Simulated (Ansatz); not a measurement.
Planning a run of Ansatz 0.2.0 on NaSrYWO6 (F-43m). The input:

```yaml
crystal:
  lattice:
    - [0.0, 4.17201834, 4.17201834]
    - [4.17201834, 0.0, 4.17201834]
    - [4.17201834, 4.17201834, 0.0]
  atoms:
    - { symbol: Na, position: [0.25, 0.25, 0.25] }
    - { symbol: Sr, position: [0.75, 0.75, 0.75] }
    - { symbol: "Y", position: [0.5, 0.5, 0.5] }
    - { symbol: W, position: [0.0, 0.0, 0.0] }
    - { symbol: O, position: [0.76666543, 0.23333457, 0.23333457] }
    - { symbol: O, position: [0.23333457, 0.76666543, 0.76666543] }
    - { symbol: O, position: [0.76666543, 0.76666543, 0.23333457] }
    - { symbol: O, position: [0.23333457, 0.23333457, 0.76666543] }
    - { symbol: O, position: [0.23333457, 0.76666543, 0.23333457] }
    - { symbol: O, position: [0.76666543, 0.23333457, 0.76666543] }
kpoints:
  mp_grid: { grid: [6, 6, 6] }
hamiltonian:
  xc: pbe
  pseudopotentials: { kind: paw, azcp: { folder: soft_1 } }
scf:
  occupations: { method: fixed }
  n_extra_bands: 99
output:
  optics: { e_range: [0, 25], de: 0.1, sigma: 0.2 }
```

```sh
ansatz run input.yaml --threads 2 --pin off --max-ram 92160MiB --backend cuda --events-out ev --progress --plain --runs-dir out --devices 1 --max-vram 13GiB
```

How long will it take on 1 × NVIDIA H100 80GB HBM3 (shared by 6 runs) with 2 threads of AMD EPYC 7R13 (Zen 3), shared host, and how much memory?

It took 28 s; on shared hardware allow 14 s to 56 s. Peak host memory was 1.9 GiB.

[Paths, hosts, dates, memory and timing lines, banners, echoed tables and standing remarks are left out of the program output.]

[Logs are printed without paths, hosts, clocks, repeated set-up lines and the standing remarks that a program may print on its own settings, such as how far it seeks lower states.]

[Runs of the session that timed out or met a known fault of the program may be left out.]

[Cells called generated may have been cut or substituted from an entry of the Crystallography Open Database or the Materials Project.]

[Hosts, paths, dates, database ids (printed as entryN), source tags and the programs' standing remarks are cut or masked in the printed files.]
